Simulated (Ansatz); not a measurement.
# The perfect Ir wire along [111], 7 atoms a period, part 2 of 2

Aim: is the Ir wire along [111], 7 atoms a period a metal or a semiconductor?

Ansatz 0.2.0; DFT PBE, plane waves, PAW; relaxation of a wire's period; PAW set soft_1 (the session's first sound run).

So far: The starting structure; Relaxation of atoms and period.

## 2. Relaxation of atoms and period (continued)

Step by step:

| step | energy less that of the first step (eV) | largest force component (eV/Å) | pressure (GPa) | volume (Å³) |
| --- | --- | --- | --- | --- |
| 1 | 0.0000 | 3.5865 | -5.23 | 636.71 |
| 2 | -1.7620 | 2.9016 | 1.52 | 622.05 |
| 3 | -2.5228 | 0.7570 | -0.81 | 591.24 |
| 4 | -2.5841 | 0.0540 | 0.10 | 591.46 |
| 5 | -2.5847 | 0.0177 | 0.00 | 593.04 |
| 6 | -2.5849 | 0.0034 | 0.04 | 592.53 |
| 7* | -2.5804 | 0.0037 | 0.04 | 592.53 |

Relaxation steps marked * repeat the geometry before them on a plane-wave basis chosen anew for their cell, so energy and pressure can jump there.

The run keeps the 4 symmetry operations that it works with, so distortions that break them were not tested.

| cell as run | before | after | change |
| --- | --- | --- | --- |
| c (Å) | 6.703 | 6.238 | -6.9 % |

The atoms that moved most (Å, along periodic axes as changes of fractional coordinates times the final cell, across vacuum about the mean position):

| atom | dx | dy | dz | length |
| --- | --- | --- | --- | --- |
| Ir6 | 0.000 | 0.112 | -0.008 | 0.112 |
| Ir3 | 0.000 | -0.112 | 0.008 | 0.112 |
| Ir4 | -0.097 | 0.052 | 0.011 | 0.111 |
| Ir7 | -0.097 | -0.052 | -0.011 | 0.111 |
| Ir2 | 0.097 | 0.052 | 0.011 | 0.111 |
| Ir5 | 0.097 | -0.052 | -0.011 | 0.111 |

Numbers from this step:

- energy at zero smearing: -83539.6354 eV
- cell length along the wire: 6.238 Å

The cell's length comes to 6.238 Å with spin left out.

## 3. The perfect wire

This step: DFT PBE, plane waves, PAW; bands of a perfect wire; PAW set soft_1 (Ansatz 0.2.0).

At the relaxed period the bands are computed along the axis; those that cross an energy going forward count the channels that a perfect wire would open there.

input.yaml reads:

```yaml
crystal:
  lattice:
    - [9.537, 0.0, 0.0]
    - [0.0, 9.96, 0.0]
    - [0.0, 0.0, 6.2379422762]
  atoms:
    - { symbol: Ir, position: [0.499973956, 0.5, 0.0] }
    - { symbol: Ir, position: [0.36669378, 0.425870809, 0.335101344] }
    - { symbol: Ir, position: [0.499973956, 0.647415233, 0.334644366] }
    - { symbol: Ir, position: [0.633254132, 0.425870809, 0.335101344] }
    - { symbol: Ir, position: [0.36669378, 0.574129191, 0.664898656] }
    - { symbol: Ir, position: [0.499973956, 0.352584767, 0.665355634] }
    - { symbol: Ir, position: [0.633254132, 0.574129191, 0.664898656] }
kpoints:
  mp_grid: { grid: [1, 1, 13] }
  band_path: { path: ["Γ", Z], npoints: 90 }
scf:
  occupations: { method: fermi_dirac, width: 0.05 }
hamiltonian:
  xc: pbe
  pseudopotentials: { kind: paw, azcp: { folder: soft_1 } }
output:
  dos: { e_range: [-5, 4] }
  write_potential: true
  write_density: true
  volumetric_format: npy
```

Launch:

```bash
> ansatz run input.yaml --threads 4 --pin off --max-ram 16384MiB --backend cpu --events-out ev --progress --plain --runs-dir out
```

Numbers of over 12 decimals in the logs are rounded to 6 here.

The program printed:

```text
[...]
Crystal: 7 atoms, lattice volume = 592.533 Å³
Basis set: ecut = 420 eV, 11591 PW (Γ)
Bands: 72, of which v1, the nominal top of the filled ones, is band 60 counted from 1 (59 counted from 0)
Symmetry: 4 space group operations
[...]
k-points: 7 of 13
[...]
SCF iter   1: F=—  HF=-83543.902393 eV  |F-HF|=—  |Δ(HF+E_count)|=         —  Δρ=3.37e-2  dr2=1.90e1  ethr=3.10e-3  ⟨swp⟩=8.7  Hψ=2247  notcnv=0  defer=1
[...]
SCF iter  13: F=-83539.720578 eV  HF=-83539.720578 eV  |F-HF|=4.86e-8  |Δ(HF+E_count)|=   1.95e-8  Δρ=2.18e-6  dr2=5.88e-8  ethr=8.40e-11  ⟨swp⟩=12.0  Hψ=1424  notcnv=0
SCF 1 converged in 13 iterations: F = -83539.720578 eV  dr2 = 5.88e-8
[...]
NSCF: frozen V_eff on 91 k-points
WARN: The output density's exchange-correlation potential varies sharply where the density is thin. Do not read a vacuum level from v_tot or v_xc, or from such a field of the output density. On a cell that repeats whose density bears no net charge and no dipole along the vacuum's axis use v_es (v_loc + v_h of the components); under efield.dipole_correction with no amplitude use v_es + v_field, which holds any externa [...]
SCF converged after 13 iterations
Free energy (F): -83539.720578 eV
[...]
Internal energy: -83539.553432 eV  (E = F + TS)
E sigma→0 (E₀):  -83539.637005 eV
Entropy (-TS):   -0.167146 eV (-23.878 meV/atom)
Fermi energy:    0.386826 eV
[...]
--- Band table (eV; the first three rows and the last of 7) ---
  k-point 0: bands = [... 56 lower, -0.1911, 0.0511, 0.2652, 0.2719, 0.3534, 0.3660, 0.7669, 1.0365, ... 8 higher]
  k-point 1: bands = [... 56 lower, -0.1620, 0.0527, 0.2558, 0.2593, 0.3801, 0.3897, 0.7611, 1.0334, ... 8 higher]
  k-point 2: bands = [... 56 lower, -0.0900, 0.0572, 0.2545, 0.2553, 0.4326, 0.4398, 0.7445, 1.0269, ... 8 higher]
  k-point 6: bands = [... 56 lower, 0.2637, 0.2687, 0.4281, 0.4354, 0.6548, 0.6829, 0.6876, 0.9668, ... 8 higher]
```

It took 41 s on 4 threads of Arm Neoverse V1, shared host; peak memory 2.1 GiB.

The column dr2 measures how far the density is from self-consistency, as an energy; F and HF (Harris–Foulkes) agree once it is small.

This step gave:

- energy at zero smearing: -83539.6370 eV
- band gap: 0 eV

The electronic bands at the labelled points (eV, zero at the Fermi level):

| point | band 57 | band 58 | band 59 | band 60 | band 61 | band 62 | band 63 | band 64 |
| --- | --- | --- | --- | --- | --- | --- | --- | --- |
| Γ | -0.58 | -0.34 | -0.12 | -0.11 | -0.03 | -0.02 | 0.38 | 0.65 |
| halfway | -0.30 | -0.29 | -0.03 | -0.02 | 0.11 | 0.12 | 0.33 | 0.57 |
| Z | -0.11 | -0.11 | 0.03 | 0.04 | 0.27 | 0.30 | 0.30 | 0.58 |

Between Γ and Z the bands cross the Fermi level 4 times, so a perfect wire would conduct at least 4 G₀, with spin left out.

## 4. Summary of results

* cell length, PBE: 6.238 Å
* ballistic conductance by band crossings, a lower bound, PBE: 4 G₀

In words: Under PBE the cell's length is 6.24 Å, and the bands cross the Fermi level 4 times between Γ and Z, which gives a perfect wire at least 4 G₀ (opposite crossings within one step of the path cancel in such a count). No spin was allowed, though thin wires with open d shells can turn magnetic. Spin-orbit coupling is left out, which matters for the bands of heavy atoms.

[Logs are printed without paths, hosts, clocks, repeated set-up lines and the standing remarks that a program may print on its own settings, such as how far it seeks lower states.]

[Hosts, paths, dates, database ids (printed as entryN), source tags and the programs' standing remarks are cut or masked in the printed files.]
